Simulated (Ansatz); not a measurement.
Planning a run of Ansatz 0.2.0 on CsSnI3 (Pm-3m). The input:

```yaml
crystal:
  lattice:
    - [6.286228, 0.0, 0.0]
    - [0.0, 6.286228, 0.0]
    - [0.0, 0.0, 6.286228]
  atoms:
    - { symbol: Cs, position: [0.5, 0.5, 0.5] }
    - { symbol: Sn, position: [0.0, 0.0, 0.0] }
    - { symbol: I, position: [0.5, 0.0, 0.0] }
    - { symbol: I, position: [0.0, 0.0, 0.5] }
    - { symbol: I, position: [0.0, 0.5, 0.0] }
kpoints:
  mp_grid: { grid: [2, 2, 2] }
hamiltonian:
  xc: pbe
  pseudopotentials: { kind: nc }
scf:
  occupations: { method: fixed }
gw:
  n_empty_bands: 564
  ecut_chi: 100
  qp_bands: [v2, c2]
  qp_kpoints: band_edges
  screening: { model: contour_deformation }
```

```sh
ansatz run input.yaml --threads 3 --pin off --max-ram 92160MiB --backend cuda --events-out ev --progress --plain --runs-dir out --devices 1 --max-vram 13GiB
```

**Question.** Estimate wall time and host memory on 1 × NVIDIA H100 80GB HBM3 (shared by 6 runs) with 3 threads of AMD EPYC 7R13 (Zen 3), shared host.

It took 15 s; on shared hardware allow 7.7 s to 31 s. Peak host memory was 2.5 GiB. The sizes that set the cost: 17269 plane waves a state, 4 irreducible k points, 586 bands summed, 587 plane waves in the screening and 8 SCF cycles.

The screening grows as filled bands × empty bands × pairs of k points, times the square of the screening basis for the matrix.

[Paths, hosts, dates, memory and timing lines, banners, echoed tables and standing remarks are left out of the program output.]

[Logs are printed without paths, hosts, clocks, repeated set-up lines and the standing remarks that a program may print on its own settings, such as how far it seeks lower states.]

[Runs of the session that timed out or met a known fault of the program may be left out.]

[Cells called generated may have been cut or substituted from an entry of the Crystallography Open Database or the Materials Project.]

[Hosts, paths, dates, database ids (printed as entryN), source tags and the programs' standing remarks are cut or masked in the printed files.]
